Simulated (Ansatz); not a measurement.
# A hole started on a pair of Cl atoms pulled together in NaCl (Fm-3m)

Question: is an added hole in NaCl (Fm-3m) a free carrier or a small polaron? The trial puts it on a pair of Cl atoms pulled together. The model is a cell of 128 host atoms; several levels of theory are compared, with their cost.

Main program and level: Ansatz 0.2.0; plane-wave PAW DFT, PBE0; relaxation of all atoms of a supercell at fixed charge in a uniform background.

In doubt: the hybrid run may have settled on a false gap or state, so the values of those runs are not to be relied on; a hybrid run on one k-point, which bears on gaps, levels and energies.

## Step 1: Set-up

The cell holds 128 atoms: 64 Na and 64 Cl. Its edges and angles: a = 15.845 Å, b = 15.845 Å, c = 15.845 Å, α = 60.0°, β = 60.0°, γ = 60.0°. It derives from NaCl (space group Fm-3m). Nearest the centre at fractional (0.250, 0.625, 0.375): Cl52 at 1.31 Å, Cl20 at 1.31 Å, Na59 at 1.98 Å, Na53 at 1.98 Å, Na61 at 3.43 Å, Cl22 at 3.43 Å, Cl28 at 3.43 Å, Cl44 at 3.43 Å. The cell carries charge +1.

Screening for the image-charge correction: ε∞ = 2.57, ε0 = 6.02, computed on the host (DFPT, PBEsol).

The cell's shortest repeat is 15.8 Å.

The centre named in tables marks the trial (a pair of Cl atoms pulled together), and distances without another origin count from it. The distances above are those of the displaced start.

## Step 2: Relaxation with the hole, PBE0

Semilocal functionals spread an added carrier through self-interaction, so the relaxation is made with exact exchange mixed in. The share of exact exchange was chosen, not fitted; 1/ε∞ of the host is 0.39. A carrier doesn't trap itself from the perfect lattice, where equivalent sites compete, so the atoms around the trial site start displaced and the spin starts there. The total moment is locked to that of one carrier.

File qp1_M1_trap.hrelax/input.yaml:

```yaml
crystal:
  lattice:
    - [0.0, 11.20401036, 11.20401036]
    - [11.20401036, 0.0, 11.20401036]
    - [11.20401036, 11.20401036, 0.0]
  atoms:
    - { symbol: Na, position: [0.0, 0.0, 0.0] }
    - { symbol: Cl, position: [0.125, 0.125, 0.125] }
    - { symbol: Na, position: [0.0, 0.0, 0.25] }
[... 1 atom line left out ...]
    - { symbol: Na, position: [0.0, 0.0, 0.5] }
[... 6 atom lines left out ...]
    - { symbol: Cl, position: [0.125, 0.375, 0.375] }
[... 1 atom line left out ...]
    - { symbol: Cl, position: [0.125, 0.375, 0.625] }
[... 3 atom lines left out ...]
    - { symbol: Cl, position: [0.125, 0.625, 0.125] }
[... 1 atom line left out ...]
    - { symbol: Cl, position: [0.167039, 0.625, 0.375], spin: 0.5 }
    - { symbol: Na, position: [0.0, 0.5, 0.5] }
    - { symbol: Cl, position: [0.125, 0.625, 0.625] }
    - { symbol: Na, position: [0.0, 0.5, 0.75] }
[... 2 atom lines left out ...]
    - { symbol: Cl, position: [0.125, 0.875, 0.125] }
    - { symbol: Na, position: [0.0, 0.75, 0.25] }
    - { symbol: Cl, position: [0.125, 0.875, 0.375] }
    - { symbol: Na, position: [0.0, 0.75, 0.5] }
    - { symbol: Cl, position: [0.125, 0.875, 0.625] }
    - { symbol: Na, position: [0.0, 0.75, 0.75] }
[... 1 atom line left out ...]
    - { symbol: Na, position: [0.25, 0.0, 0.0] }
[... 1 atom line left out ...]
    - { symbol: Na, position: [0.25, 0.0, 0.25] }
[... 8 atom lines left out ...]
    - { symbol: Cl, position: [0.375, 0.375, 0.375] }
    - { symbol: Na, position: [0.25, 0.25, 0.5] }
    - { symbol: Cl, position: [0.375, 0.375, 0.625] }
    - { symbol: Na, position: [0.25, 0.25, 0.75] }
[... 2 atom lines left out ...]
    - { symbol: Cl, position: [0.375, 0.625, 0.125] }
    - { symbol: Na, position: [0.25, 0.5, 0.25] }
    - { symbol: Cl, position: [0.332961, 0.625, 0.375], spin: 0.5 }
    - { symbol: Na, position: [0.25, 0.5, 0.5] }
    - { symbol: Cl, position: [0.375, 0.625, 0.625] }
    - { symbol: Na, position: [0.25, 0.5, 0.75] }
[... 1 atom line left out ...]
    - { symbol: Na, position: [0.25, 0.75, 0.0] }
    - { symbol: Cl, position: [0.375, 0.875, 0.125] }
    - { symbol: Na, position: [0.25, 0.75, 0.25] }
    - { symbol: Cl, position: [0.375, 0.875, 0.375] }
    - { symbol: Na, position: [0.25, 0.75, 0.5] }
[... 12 atom lines left out ...]
    - { symbol: Cl, position: [0.625, 0.375, 0.125] }
[... 1 atom line left out ...]
    - { symbol: Cl, position: [0.625, 0.375, 0.375] }
    - { symbol: Na, position: [0.5, 0.25, 0.5] }
[... 3 atom lines left out ...]
    - { symbol: Na, position: [0.5, 0.5, 0.0] }
    - { symbol: Cl, position: [0.625, 0.625, 0.125] }
    - { symbol: Na, position: [0.5, 0.5, 0.25] }
    - { symbol: Cl, position: [0.625, 0.625, 0.375] }
    - { symbol: Na, position: [0.5, 0.5, 0.5] }
[... 3 atom lines left out ...]
    - { symbol: Na, position: [0.5, 0.75, 0.0] }
[... 1 atom line left out ...]
    - { symbol: Na, position: [0.5, 0.75, 0.25] }
[... 26 atom lines left out ...]
    - { symbol: Cl, position: [0.875, 0.625, 0.625] }
[... 5 atom lines left out ...]
    - { symbol: Cl, position: [0.875, 0.875, 0.375] }
[... 1 atom line left out ...]
    - { symbol: Cl, position: [0.875, 0.875, 0.625] }
[... 1 atom line left out ...]
    - { symbol: Cl, position: [0.875, 0.875, 0.875] }
  host:
    repeats: [4, 4, 4]
    atoms:
      - { symbol: Na, position: [0.0, 0.0, 0.0] }
      - { symbol: Cl, position: [0.5, 0.5, 0.5] }
total_charge: 1
basis:
  ecutwfc: 420
  xc_grid: 2
hamiltonian:
  xc: pbe0
kpoints:
  mp_grid: { grid: [1, 1, 1] }
magnetization:
  spin_polarized: true
  initial_magnetization: 1
  spin_locking: { lock_magnetization: hard }
scf:
  occupations: { method: fixed }
  max_iter: 80
output:
  forces: true
  charged_corrections:
    epsilon: 2.57
    static_epsilon: 6.02
    defect_position: [0.25, 0.625, 0.375]
relax:
  f_tol: 0.03
  max_steps: 45
  random_displacement: { amplitude: 0.02, seed: 9163 }
checkpoint:
  write: "../qp1_M1_trap.hrelax.run"
  compress: false
  write_wavefunctions: true
  write_every: 100000
```

Launch:

```console
$ ansatz run input.yaml --threads 10 --pin off --max-ram 65945MiB --backend cuda --events-out ev --progress --plain --runs-dir out
```

Numbers of over 12 decimals in the logs are rounded to 6 here.

Log:

```text
[... repeated set-up lines and file paths are left out, and long positions are rounded to six places ...]
Engine: ansatz 0.2.0, x86_64-unknown-linux-gnu
Pseudopotentials: kind: paw
Pseudopotential: Na, paw, valence charge 9, recommended cutoff 420 eV (normal), Na.paw.azcp
Pseudopotential: Cl, paw, valence charge 7, recommended cutoff 420 eV (normal), Cl.paw.azcp
Functional definition: PBE0
  parameter a = 0.25
  parameter kappa = 0.804
  parameter beta = 0.066725
  exchange = (1 - a)*pbe_x(kappa = kappa, mu = beta*pi^2/3) + a*exact_x
  correlation = pbe_c(beta = beta)
davidson cushion auto → on  (no smearing: the cushion is to keep the highest requested band from converging to the state above it; pin scf.eigensolver.cushion to override)
device memory: the entry about to start is reckoned to put 11.0 GiB on a device that reports 78.6 GiB free
GPU FFT provider: cuFFT
GPU libraries: cuBLAS 13.8.2, cuFFT 12.4.0, cuSOLVER 12.3.4
Crystal: 128 atoms, lattice volume = 2812.875 Å³
Basis set: ecut = 420 eV, 55009 PW (Γ), exchange–correlation on 216×216×216 points (8 copies of the dense FFT grid, shifted against one another)
Bands: 640, of which v1, the nominal top of the filled ones, is band 512 counted from 1 (511 counted from 0)
Symmetry: 1 space group operations
k-points: 1
Non-local potential: Na, projectors of the file, l = 0: 3, l = 1: 2, l = 2: 1
Non-local potential: Cl, projectors of the file, l = 0: 2, l = 1: 2, l = 2: 2
PAW form: soft (Blöchl's): semilocal exchange-correlation on the pseudo side does not see the compensation charge
PAW frozen core: Na, regenerated for the run's functional, and the local potential with it (the file was generated under x = pbe(κ = 0.804, μ = 0.219515), c = pbe(β = 0.066725))
PAW frozen core: Cl, regenerated for the run's functional, and the local potential with it (the file was generated under x = pbe(κ = 0.804, μ = 0.219515), c = pbe(β = 0.066725))
PAW one-centre angular grid: Na, 110 points (default); XC on 64 Gauss nodes
PAW one-centre angular grid: Cl, 110 points (default); XC on 64 Gauss nodes
Initial density: superposition of atomic densities (chi_scale 0.1, normalization cell, long waves kept (reshape's long-wave potential 0.09 eV rms))
Starting moments: Σ|m| = 1 μB on 2 of 128 sites
Initial wavefunctions: pseudopotential atomic-orbital guess
GPU buffer pool allocated for 1259712 grid points (all kernels)
GPU transforms: local potential and band sums: pruned to the plane-wave sphere, on 108×108×108
Functional: x = pbe(κ = 0.804, μ = 0.219515), c = pbe(β = 0.066725), warm-up for x = 0.75 pbe(κ = 0.804, μ = 0.219515) + 0.25 exact, c = pbe(β = 0.066725)
iter 1 solved again at ethr=1.24e-2 eV; its pass at ethr=1.00e-1 eV (dr2=1.27e2 eV) is discarded
SCF iter   1: F=—  HF=-164514.364665 eV  |F-HF|=—  |Δ(HF+E_count)|=         —  Δρ=3.56e-2 (↑3.55e-2 ↓3.56e-2)  dr2=1.25e2  dr2_m=7.84e-2  M=1.000 μB ∫|m|=1.040 μB  β_m=0.30  ethr=1.24e-2  ⟨swp⟩=9.5  Hψ=7154  notcnv=0
preconditioner: auto → none  [insulator: Δε(μ)=1.115 eV  Ē_g=11.433 eV  n_scr=560 (ndim 8)  ℏωp=15.8 eV  f_vac=0.000]
SCF iter   2: F=—  HF=-164464.694728 eV  |F-HF|=—  |Δ(HF+E_count)|=    4.97e1  Δρ=1.83e-2 (↑1.77e-2 ↓1.83e-2)  dr2=3.36e1  dr2_m=1.31e-1  M=1.000 μB ∫|m|=1.103 μB  β_m=0.42  ethr=1.22e-2  ⟨swp⟩=5.0  Hψ=2991  notcnv=0
SCF iter   3: F=—  HF=-164454.537768 eV  |F-HF|=—  |Δ(HF+E_count)|=    1.02e1  Δρ=7.65e-3 (↑4.98e-3 ↓7.65e-3)  dr2=1.32e1  dr2_m=1.12e-1  M=1.000 μB ∫|m|=1.112 μB  β_m=0.37  ethr=3.29e-3  ⟨swp⟩=4.0  Hψ=3573  notcnv=0
SCF iter   4: F=—  HF=-164450.808689 eV  |F-HF|=—  |Δ(HF+E_count)|=    3.73e0  Δρ=4.56e-3 (↑2.50e-3 ↓4.56e-3)  dr2=2.31e0  dr2_m=8.97e-2  M=1.000 μB ∫|m|=1.097 μB  β_m=0.67  ethr=1.29e-3  ⟨swp⟩=4.0  Hψ=3134  notcnv=0
SCF iter   5: F=—  HF=-164451.819721 eV  |F-HF|=—  |Δ(HF+E_count)|=    1.01e0  Δρ=6.62e-3 (↑1.18e-3 ↓6.62e-3)  dr2=5.22e0  dr2_m=2.25e-1  M=1.000 μB ∫|m|=1.170 μB  β_m=0.55  ethr=2.26e-4  ⟨swp⟩=5.0  Hψ=3529  notcnv=0
SCF iter   6: F=—  HF=-164451.071020 eV  |F-HF|=—  |Δ(HF+E_count)|=   7.49e-1  Δρ=5.28e-3 (↑7.17e-4 ↓5.28e-3)  dr2=3.18e0  dr2_m=1.59e-1  M=1.000 μB ∫|m|=1.153 μB  β_m=0.49  ethr=2.26e-4  ⟨swp⟩=4.0  Hψ=2989  notcnv=0
SCF iter   7: F=—  HF=-164450.593058 eV  |F-HF|=—  |Δ(HF+E_count)|=   4.78e-1  Δρ=4.23e-3 (↑4.07e-4 ↓4.23e-3)  dr2=2.04e0  dr2_m=1.10e-1  M=1.000 μB ∫|m|=1.134 μB  β_m=0.51  ethr=2.26e-4  ⟨swp⟩=3.5  Hψ=2940  notcnv=0
SCF iter   8: F=—  HF=-164450.420135 eV  |F-HF|=—  |Δ(HF+E_count)|=   1.73e-1  Δρ=2.26e-3 (↑3.12e-4 ↓2.26e-3)  dr2=5.62e-1  dr2_m=3.13e-2  M=1.000 μB ∫|m|=1.093 μB  β_m=0.39  ethr=1.99e-4  ⟨swp⟩=3.0  Hψ=2928  notcnv=0
iter 9 solved again at ethr=2.03e-6 eV; its pass at ethr=5.50e-5 eV (dr2=2.07e-2 eV) is discarded
SCF iter   9: F=—  HF=-164450.377545 eV  |F-HF|=—  |Δ(HF+E_count)|=   4.26e-2  Δρ=4.55e-4 (↑1.69e-4 ↓4.55e-4)  dr2=2.08e-2  dr2_m=1.22e-3  M=1.000 μB ∫|m|=1.075 μB  β_m=0.70  ethr=2.03e-6  ⟨swp⟩=4.5  Hψ=5776  notcnv=0
SCF iter  10: F=—  HF=-164450.407723 eV  |F-HF|=—  |Δ(HF+E_count)|=   3.02e-2  Δρ=2.28e-3 (↑1.79e-4 ↓2.28e-3)  dr2=5.31e-1  dr2_m=3.26e-2  M=1.000 μB ∫|m|=1.095 μB  β_m=0.51  ethr=2.03e-6  ⟨swp⟩=4.5  Hψ=3671  notcnv=0  recentre
SCF iter  11: F=—  HF=-164450.378163 eV  |F-HF|=—  |Δ(HF+E_count)|=   2.96e-2  Δρ=1.20e-3 (↑4.86e-5 ↓1.20e-3)  dr2=1.51e-1  dr2_m=9.40e-3  M=1.000 μB ∫|m|=1.081 μB  β_m=0.60  ethr=2.03e-6  ⟨swp⟩=4.0  Hψ=3267  notcnv=0
SCF iter  12: F=—  HF=-164450.380063 eV  |F-HF|=—  |Δ(HF+E_count)|=   1.90e-3  Δρ=1.89e-3 (↑4.96e-5 ↓1.89e-3)  dr2=3.90e-1  dr2_m=2.32e-2  M=1.000 μB ∫|m|=1.086 μB  β_m=0.38  ethr=2.03e-6  ⟨swp⟩=3.5  Hψ=2987  notcnv=0  recentre
SCF iter  13: F=—  HF=-164450.376851 eV  |F-HF|=—  |Δ(HF+E_count)|=   3.21e-3  Δρ=1.25e-3 (↑2.64e-5 ↓1.25e-3)  dr2=1.67e-1  dr2_m=9.95e-3  M=1.000 μB ∫|m|=1.081 μB  β_m=0.22  ethr=2.03e-6  ⟨swp⟩=2.0  Hψ=2816  notcnv=0
SCF iter  14: F=—  HF=-164450.375907 eV  |F-HF|=—  |Δ(HF+E_count)|=   9.45e-4  Δρ=8.16e-4 (↑1.93e-5 ↓8.16e-4)  dr2=7.00e-2  dr2_m=4.33e-3  M=1.000 μB ∫|m|=1.079 μB  β_m=0.26  ethr=2.03e-6  ⟨swp⟩=3.0  Hψ=2861  notcnv=0
SCF iter  15: F=—  HF=-164450.375040 eV  |F-HF|=—  |Δ(HF+E_count)|=   8.66e-4  Δρ=5.28e-4 (↑1.36e-5 ↓5.28e-4)  dr2=2.96e-2  dr2_m=1.82e-3  M=1.000 μB ∫|m|=1.078 μB  β_m=0.26  ethr=2.03e-6  ⟨swp⟩=2.0  Hψ=2816  notcnv=0
SCF iter  16: F=—  HF=-164450.374684 eV  |F-HF|=—  |Δ(HF+E_count)|=   3.56e-4  Δρ=2.64e-4 (↑6.69e-6 ↓2.64e-4)  dr2=7.48e-3  dr2_m=4.54e-4  M=1.000 μB ∫|m|=1.078 μB  β_m=0.63  ethr=2.03e-6  ⟨swp⟩=2.0  Hψ=2816  notcnv=0
[...]
relax step   4: F+E_penalty+E_count = -164534.99649171 eV  Δ(F+E_penalty+E_count) = -5.883e-2 eV  max|allowed force component| = 3.209e-2 eV/Å  Δτ_max = 0.1129 Å  (12 SCF iters, dr2 threshold 1.14e-5 eV, accepted)
relax step   5: F+E_penalty+E_count = -164534.99649175 eV  Δ(F+E_penalty+E_count) = -3.484e-8 eV  max|allowed force component| = 3.206e-2 eV/Å  Δτ_max = 0.0000 Å  (4 SCF iters, accepted)
relax step   6: F+E_penalty+E_count = -164534.99769215 eV  Δ(F+E_penalty+E_count) = -1.200e-3 eV  max|allowed force component| = 6.160e-2 eV/Å  Δτ_max = 0.0196 Å  (12 SCF iters, accepted)
relax step   7: F+E_penalty+E_count = -164534.99832550 eV  Δ(F+E_penalty+E_count) = -6.333e-4 eV  max|allowed force component| = 2.786e-2 eV/Å  Δτ_max = 0.0263 Å  (10 SCF iters, dr2 threshold 3.79e-6 eV, accepted)
iter 1 solved again at ethr=1.52e-12 eV; its pass at ethr=1.00e-1 eV (dr2=1.56e-8 eV) is discarded
SCF iter   1: F=—  HF=-164534.998326 eV  |F-HF|=—  |Δ(HF+E_count)|=         —  Δρ=6.28e-7 (↑6.28e-7 ↓5.58e-7)  dr2=1.93e-8  dr2_m=6.89e-9  M=1.000 μB ∫|m|=1.113 μB  β_m=0.30  ethr=9.08e-12 (applied; sched 1.52e-12)  ⟨swp⟩=16.0  Hψ=6441  notcnv=0  reapply=2
SCF iter   2: F=-164534.998326 eV  HF=-164534.998326 eV  |F-HF|=1.51e-9  |Δ(HF+E_count)|=   2.53e-9  Δρ=4.37e-7 (↑4.37e-7 ↓4.15e-7)  dr2=2.64e-9  dr2_m=4.10e-9  M=1.000 μB ∫|m|=1.113 μB  ethr=1.74e-11 (applied; sched 1.52e-12)  ⟨swp⟩=7.0  Hψ=2962  notcnv=0  defer=2
SCF 20 converged in 2 iterations: F = -164534.998326 eV  dr2 = 2.64e-9
  Residual-converged pass: ⟨swp⟩=2.0  Hψ=1560  notcnv=0  max |occ|·‖R‖ = 6.6e-6 eV (tolerance 6.7e-6 eV)  dr2=2.63e-9  dr2_m=4.10e-9  dr2_onsite=2.65e-10  max |Δocc| = 0.0e0
hybrid outer 1: dexx = +1.095e-9 eV, tail = 1.40e-8 eV
SCF iter   1: F=—  HF=-164534.998326 eV  |F-HF|=—  |Δ(HF+E_count)|=         —  Δρ=4.37e-7 (↑4.37e-7 ↓4.29e-7)  dr2=1.79e-9  dr2_m=4.32e-9  M=1.000 μB ∫|m|=1.113 μB  β_m=0.30  ethr=1.04e-11  ⟨swp⟩=10.0  Hψ=3268  notcnv=0  reapply=2
SCF iter   2: F=-164534.998326 eV  HF=-164534.998326 eV  |F-HF|=1.89e-9  |Δ(HF+E_count)|=   1.48e-9  Δρ=3.22e-7 (↑3.18e-7 ↓3.22e-7)  dr2=4.64e-10  dr2_m=2.45e-9  M=1.000 μB ∫|m|=1.113 μB  ethr=9.06e-12 (applied; sched 1.00e-12)  ⟨swp⟩=10.5  Hψ=3247  notcnv=0  reapply=2
SCF 21 converged in 2 iterations: F = -164534.998326 eV  dr2 = 4.64e-10
  Residual-converged pass: ⟨swp⟩=2.0  Hψ=1567  notcnv=0  max |occ|·‖R‖ = 2.0e-6 eV (tolerance 2.2e-6 eV)  dr2=4.60e-10  dr2_m=2.46e-9  dr2_onsite=1.39e-10  max |Δocc| = 0.0e0
hybrid outer 2: dexx = +2.030e-10 eV, tail = 6.10e-9 eV, Δε = 1.06e-5 eV (about 2.47e-5 eV left of the loop's levels), ΔF = 5.93e-5 eV/Å (tail 1.72e-3)
this state was not tested for a lower state beside it, because the functional holds exact exchange (a hybrid, or Hartree-Fock), whose exchange loop this test does not read (fock_operator); [...]
relax step   8: F+E_penalty+E_count = -164534.99832552 eV  Δ(F+E_penalty+E_count) = -2.049e-8 eV  max|allowed force component| = 2.791e-2 eV/Å  Δτ_max = 0.0000 Å  (4 SCF iters, accepted)
hybrid SCF converged: 2 outer / 4 inner (+0 warm-up), last move |dexx| = 2.03e-10 eV, tail = 6.10e-9 eV
Magnetization: 1.0000 μB (512.0000 up, 511.0000 down)
Absolute magnetization: 1.1117 μB (∫|ρ↑−ρ↓|, with the PAW one-centre terms)
Spin contamination: 0.0048 ħ² per cell (⟨S²⟩ above its minimum at these occupations)
Per-site moments (μB) at R_I (Å): [(-2.8864027782984323e-7, 1.135911), (-1.261015394670872e-6, 1.150739), (-5.310193314537241e-6, 1.143987), [... 125 left out ...]
Free energy (F): -164534.998326 eV
Harris-Foulkes:  -164534.998326 eV  (|F-HF|=1.89e-9)
Internal energy: -164534.998326 eV  (E = F + TS)
E sigma→0 (E₀):  -164534.998326 eV
Fermi energy:    -0.102278 (↑ -0.102908, ↓ -0.102278) eV
--- Per-component energies (eV) ---
  E_band       = -17703.086363
  E_kinetic    = 18141.581209
  E_local      = -97558.382049  (includes V_loc(G=0)·N_el)
  E_nonlocal   = 9191.742027
  E_hartree    = 34464.825122
  E_xc         = -7247.359766
  E_vxc        = -8550.046884  (∫ρ·V_xc dr)
  E_exx        = -4165.014753  (= α·E_x^exact, valence–valence)
  E_paw        = -57121.028022  (= ΣΔE_a)
  E_vpaw       = 472.394245  (= ΣTr[D̂ρ^β])
  E_aug_tail   = 0.004367  (compensation charges beyond the density's cutoff)
  E_ewald      = -60232.571780
  E_core_change = -8.794682  (= ΣΔE_core)
  E_smearing   = -0.000000  (= −TS)
  E_closure    = 0.000000  (closes the sum)
  E_deformation_potential = 10.271485  (in the stress; not in F)
  Σ components = -164534.998326   (vs F -164534.998326, Δ=0.00e0)
--- Forces (eV/Å), atoms counted from 1 ---
  atom   1  Na     0.00016892    -0.00124865    -0.00099538
  atom   2  Cl    -0.00167606     0.00019457    -0.00045353
  [... 17 atoms left out ...]
  atom  20  Cl    -0.01631050     0.02790767     0.02734961
  [... 1 atom left out ...]
  atom  22  Cl    -0.00014029    -0.00025886     0.00070567
  [... 5 atoms left out ...]
  atom  28  Cl     0.00170658    -0.00040690     0.00055752
  atom  29  Na     0.01318581    -0.00090872    -0.00072894
  [... 14 atoms left out ...]
  atom  44  Cl     0.01800632    -0.00933545     0.00891946
  [... 5 atoms left out ...]
  atom  50  Cl     0.01716521     0.00802146    -0.00925387
  [... 1 atom left out ...]
  atom  52  Cl    -0.01341542    -0.02696980    -0.02753099
  atom  53  Na     0.00431122     0.00959011    -0.00938367
  [... 5 atoms left out ...]
  atom  59  Na     0.00460144    -0.00920288     0.00916193
  [... 1 atom left out ...]
  atom  61  Na     0.01380843     0.00118327     0.00177324
  [... 67 atoms left out ...]
  max |Σ_I F_I| component: 1.07e-4 eV/Å
--- Charged-cell corrections in eV (Makov–Payne, q = +1.000 e, ε = 6.020) ---
  F (periodic)     = -164534.998326  (uncorrected; the corrections below are reported, never added to it)
  E_corr1          = +0.244708  (monopole, q²α_M/2εL)
  F Makov-Payne    = -164534.753618  (F + E_corr1; no measured alignment; for a localised charge, not one spread in a band: unchecked)
  no potential alignment in this run, which stands beside a crystal: run the host's input off ansatz write-host-input, and read the two finished runs by ansatz place-levels (neither reads a slab, a wire or a sheet, whose cell leaves a vacuum)
--- Band table (eV) ---
  k-point 0 ↑: bands = ["-52.9841", "-52.9838", "-52.9834", "-52.9833", [... 573 left out ...] "10.9632", "11.0082", "11.0761", "11.0842"]
  k-point 0 ↓: bands = ["-52.9839", "-52.9836", "-52.9832", "-52.9831", [... 573 left out ...] "10.9821", "11.0374", "11.0768", "11.0862"]
  guard bands above this table: 59 of the run's 640 bands. The solve was not asked for them (output.publish_guard_bands: true or output.eigenvalues: true publishes all)
--- Relaxed structure (8 steps of the walk, 8 accepted, 0 SCFs on fresh bases) ---
  F+E_penalty+E_count = -164534.99832552 eV   max|allowed force component| = 2.791e-2 eV/Å
  atoms:
    - { symbol: Na, position: [-0.002398, 0.002839, -0.002931] }
    - { symbol: Cl, position: [0.125324, 0.125466, 0.124123] }
    [... 17 atoms left out ...]
    - { symbol: Cl, position: [0.164913, 0.625427, 0.375296] }
    [... 1 atom left out ...]
    - { symbol: Cl, position: [0.124970, 0.621762, 0.628482] }
    [... 5 atoms left out ...]
    - { symbol: Cl, position: [0.125021, 0.878494, 0.371673] }
    - { symbol: Na, position: [-6.0219759576374265e-5, 0.754297, 0.504217] }
    [... 14 atoms left out ...]
    - { symbol: Cl, position: [0.375624, 0.370964, 0.378018] }
    [... 5 atoms left out ...]
    - { symbol: Cl, position: [0.375634, 0.628109, 0.120895] }
    [... 1 atom left out ...]
    - { symbol: Cl, position: [0.334586, 0.625346, 0.375236] }
    - { symbol: Na, position: [0.250349, 0.474033, 0.525455] }
    [... 5 atoms left out ...]
    - { symbol: Na, position: [0.250392, 0.775561, 0.223893] }
    [... 1 atom left out ...]
    - { symbol: Na, position: [0.241763, 0.754248, 0.504185] }
    [... 67 atoms left out ...]
```

Run time: 2.7 min. Hardware: 1 × NVIDIA H100 80GB HBM3 with 10 threads of AMD EPYC 7R13 (Zen 3), shared host; peak memory 4.1 GiB.

Step by step:

```csv
step,energy less that of the first step (eV),largest force component (eV/Å)
1,0.0000,1.8593
2,-0.9877,0.8807
3,-1.2459,0.3068
4,-1.3047,0.0321
5,-1.3047,0.0321
6,-1.3059,0.0616
7,-1.3066,0.0279
8,-1.3066,0.0279
```

The atoms that moved most (Å, from the sites as typed, ahead of the random displacement, the mean shift of all atoms taken out):

```csv
atom,dx,dy,dz,length
Na59,-0.005,-0.289,0.289,0.409
Na53,-0.005,0.288,-0.289,0.408
Na91,0.000,-0.030,0.161,0.163
Na85,0.000,0.160,-0.031,0.163
Na21,0.000,0.030,-0.160,0.163
Na27,0.000,-0.160,0.031,0.163
Na29,0.096,0.046,0.046,0.116
Na61,0.095,-0.046,-0.047,0.116
```

The moves above count from the input, in which the atoms at the trial site were already displaced.

Neighbours of the ideal centre at the end:

```csv
atom,distance (Å)
Cl20,1.342
Cl52,1.345
Na53,2.388
Na59,2.390
Cl28,3.464
Cl22,3.464
Na51,3.467
Na83,3.470
Na29,3.472
Cl44,3.472
Na61,3.473
Cl50,3.473
```

Largest moments: 0.42 μB on Cl52, 0.42 μB on Cl20 and 0.00 μB on Cl116. The sizes of the moments in the atoms' spheres add to about 0.9 μB, shared by 2.1 atoms in effect, 97 % of it within 3.2 Å of the largest: the carrier is localised at or next to the trial site.

(Continued in part 2 of 3.)

[Logs are printed without paths, hosts, clocks, repeated set-up lines and the standing remarks that a program may print on its own settings, such as how far it seeks lower states.]

[Hosts, paths, dates, database ids (printed as entryN), source tags and the programs' standing remarks are cut or masked in the printed files.]

[For some hosts the program warned that the k-mesh of the response run may be too coarse for force constants and the static dielectric constant; such warnings are not shown here.]
